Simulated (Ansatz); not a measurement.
# The gap of Be3N2 (R3m): a ladder of methods and an error budget, part 2 of 2

The study climbs from cheap functionals to G0W0 on Be3N2 (R3m) and then asks what each convergence step is worth.

Ansatz 0.2.0; density functionals, hybrids, G0W0, plane waves, PAW. Known limits of the many-body steps: not at the basis limit.

So far. Step 10 (G0W0@LDA, 6×6×6 mesh, 125 empty bands, screening to 138 …): Against the run with 8×8×8 mesh, 125 empty bands, screening to 138 eV, PAW set soft_1 files, the gap moves by +0.001 eV. Step 11 (G0W0@HSE06, 8×8×8 mesh, 125 empty bands, screening to …): Against the run with 8×8×8 mesh, 125 empty bands, screening to 138 eV, PAW set soft_1 files on LDA, the gap moves by +0.51 eV, while the start moved by +1.32 eV.

In doubt: masses and optical values from hybrid runs of this build are listed as unsure (steps 11, 14), which bears on the screening that GW takes from such a start.

## (12) G0W0@LDA, 8×8×8 mesh, 125 empty bands, screening to 138 eV, plasmon pole, PAW set soft_1 files

A plasmon pole stands in for the full frequency dependence of the screening; this run shows what that costs in accuracy.

This step: G0W0 on LDA, plane waves, PAW; PAW set soft_1.

Input file input.yaml:

```yaml
crystal:
  lattice:
    - [1.4198050555, 0.819724831, 4.8662156628]
    - [-1.4198050555, 0.819724831, 4.8662156628]
    - [0.0, -1.639449662, 4.8662156628]
  atoms:
    - { symbol: Be, position: [0.85900108, 0.85900108, 0.85900108] }
    - { symbol: Be, position: [0.31769456, 0.31769456, 0.31769456] }
    - { symbol: Be, position: [0.08880677, 0.08880677, 0.08880677] }
    - { symbol: "N", position: [0.20416268, 0.20416268, 0.20416268] }
    - { symbol: "N", position: [0.70843491, 0.70843491, 0.70843491] }
kpoints:
  mp_grid: { grid: [8, 8, 8] }
hamiltonian:
  xc: lda
  pseudopotentials: { kind: paw, azcp: { folder: soft_1 }, xc_functional: pbe }
scf:
  occupations: { method: fixed }
gw:
  n_empty_bands: 125
  ecut_chi: 138
  qp_bands: [v2, c2]
  qp_kpoints: band_edges
  screening: { model: godby_needs }
```

The run is started by

```sh
> ansatz run input.yaml --threads 2 --pin off --max-ram 73728MiB --backend cuda --events-out ev --progress --plain --runs-dir out --devices 1 --max-vram 13GiB
```

Run time: 1.7 min. Hardware: 1 × NVIDIA H100 80GB HBM3 (shared by 6 runs) with 2 threads of AMD EPYC 7R13 (Zen 3), shared host; peak memory 1.9 GiB.

This step gave:

| Property | Result |
| --- | --- |
| bands summed | 133 |
| plasmon-pole fit frequency | 25.48 eV |
| RPA ε∞ on this mesh (eigenvalues) | 4.387, 4.387, 4.881 |
| plane waves in the screening matrix | 129 |
| G0W0 gap on the mesh | 4.127 eV |
| k of the valence top | 0, 0, 0 |
| k of the conduction bottom | 0, -0.5, -0.5 |
| starting gap on the mesh | 2.703 eV |
| least direct G0W0 gap on the computed points | 5.225 eV |

Against the run with 8×8×8 mesh, 125 empty bands, screening to 138 eV, PAW set soft_1 files, the gap moves by −0.06 eV.

## (13) G0W0@LDA, 8×8×8 mesh, 125 empty bands, screening to 138 eV, hard PAW files

Other atomic data (hard PAW) test the pseudisation: the cutoff goes from 420 to 960 eV and the valence electrons from 16 to 22, which opens shells that were frozen.

This step: G0W0 on LDA, plane waves, PAW.

input.yaml: that of step 12 with these lines changed.

```diff
@@ -15,3 +15,3 @@
   xc: lda
-  pseudopotentials: { kind: paw, azcp: { folder: soft_1 }, xc_functional: pbe }
+  pseudopotentials: { kind: paw, source: ansatz }
 scf:
@@ -23,2 +23,2 @@
   qp_kpoints: band_edges
-  screening: { model: godby_needs }
+  screening: { model: contour_deformation }
```

Wall time 2.3 min (1 × NVIDIA H100 80GB HBM3 (shared by 6 runs) with 2 threads); peak memory 1.7 GiB.

Numbers from this step:

| Quantity | Value |
| --- | --- |
| bands summed | 136 |
| RPA ε∞ on this mesh (eigenvalues) | 4.406, 4.406, 4.900 |
| plane waves in the screening matrix | 129 |
| G0W0 gap on the mesh | 4.161 eV |
| k of the valence top | 0, 0, 0 |
| k of the conduction bottom | 0, -0.5, -0.5 |
| starting gap on the mesh | 2.700 eV |
| least direct G0W0 gap on the computed points | 5.249 eV |

Against the run with 8×8×8 mesh, 125 empty bands, screening to 138 eV, PAW set soft_1 files, the gap moves by −0.02 eV.

## (14) G0W0@PBE0, 8×8×8 mesh, 125 empty bands, screening to 138 eV, PAW set soft_1 files

This step: G0W0 on PBE0, plane waves, PAW; PAW set soft_1.

input.yaml: that of step 13 with these lines changed.

```diff
@@ -14,4 +14,4 @@
 hamiltonian:
-  xc: lda
-  pseudopotentials: { kind: paw, source: ansatz }
+  xc: pbe0
+  pseudopotentials: { kind: paw, azcp: { folder: soft_1 } }
 scf:
```

Wall time 2.1 min (1 × NVIDIA H100 80GB HBM3 (shared by 6 runs) with 2 threads); peak memory 2.2 GiB; 2.7 min of CPU time.

Numbers from this step:

| Item | Value |
| --- | --- |
| bands summed | 133 |
| RPA ε∞ on this mesh (eigenvalues) | 3.585, 3.585, 3.860 |
| plane waves in the screening matrix | 129 |
| G0W0 gap on the mesh | 4.867 eV |
| k of the valence top | 0, 0, 0 |
| k of the conduction bottom | 0, -0.5, -0.5 |
| starting gap on the mesh | 4.754 eV |
| least direct G0W0 gap on the computed points | 5.985 eV |

Against the run with 8×8×8 mesh, 125 empty bands, screening to 138 eV, PAW set soft_1 files on HSE06, the gap moves by +0.18 eV, while the start moved by +0.74 eV.

## (15) The ladder

Times are wall times on 1 × NVIDIA H100 80GB HBM3 (shared by 6 runs) with 2 threads of AMD EPYC 7R13 (Zen 3), shared host, good to a factor of about two. G0W0 rows are gaps on the mesh, lowered by the amount that the mesh misses the start's edges, a rough step that assumes the same correction there.

```csv
level,gap (eV),least direct gap (eV),time
LDA,2.70,3.77,8.5 s
r2SCAN,3.41,4.49,5.6 s
HSE06,4.02,5.11,18 s
PBE0,4.76,5.85,12 s
G0W0@LDA (44 empty bands),3.86,-,47 s
G0W0@LDA (125 empty bands),4.18,-,52 s
G0W0@LDA (269 empty bands),4.35,-,2.1 min
"G0W0@LDA (125 empty bands, 6×6×6)",4.18,-,19 s
G0W0@HSE06 (125 empty bands),4.69,-,2 min
"G0W0@LDA (125 empty bands, plasmon pole)",4.13,-,1.7 min
"G0W0@LDA (125 empty bands, hard PAW)",4.16,-,2.3 min
G0W0@PBE0 (125 empty bands),4.87,-,2.1 min
```

## (16) Adding up the best estimate

```csv
term,eV,running total (eV)
"G0W0 on the mesh, top rung",4.355,4.355
"to the limit, by a line in one over the bands through the two top rungs",+0.158,4.513
```

Changes that are not added in, each against a run with equal bands and cutoff:

```csv
change,eV
the coarser 6×6×6 mesh (change of the correction alone),+0.002
start HSE06,+0.51
plasmon pole in place of full frequency,−0.06
hard PAW files,−0.02
start PBE0,+0.68
```

## (17) Outcome

* LDA gap: 2.70 eV, indirect
* HSE06: 4.02 eV
* PBE0: 4.76 eV
* G0W0, top rung on the mesh: 4.35 eV
* best estimate, G0W0@LDA: 4.51 eV
* GW settings of the top rung: 8×8×8 mesh, 269 empty bands, screening to 230 eV, PAW set soft_1 files
* known limits: one-shot GW, static lattice

What this shows: The best estimate for G0W0@LDA is 4.51 eV, indirect by LDA, against 2.70 eV at the start. The pair of rungs below gives a limit −0.12 eV away. Of the changes left open the largest, +0.68 eV, comes from starting at PBE0. Among the functionals PBE0 comes nearest: +0.24 eV from the estimate. The RPA ε∞ on the GW mesh averages 4.5 against 4.7 from perturbation theory, which takes a denser mesh of its own and holds the xc response as well. All runs took 13 min, 92 % of it in G0W0.

[Paths, hosts, dates, memory and timing lines, banners, echoed tables and standing remarks are left out of the program output.]

[Logs are printed without paths, hosts, clocks, repeated set-up lines and the standing remarks that a program may print on its own settings, such as how far it seeks lower states.]

[Runs of the session that timed out or met a known fault of the program may be left out.]

[Cells called generated may have been cut or substituted from an entry of the Crystallography Open Database or the Materials Project.]

[Hosts, paths, dates, database ids (printed as entryN), source tags and the programs' standing remarks are cut or masked in the printed files.]
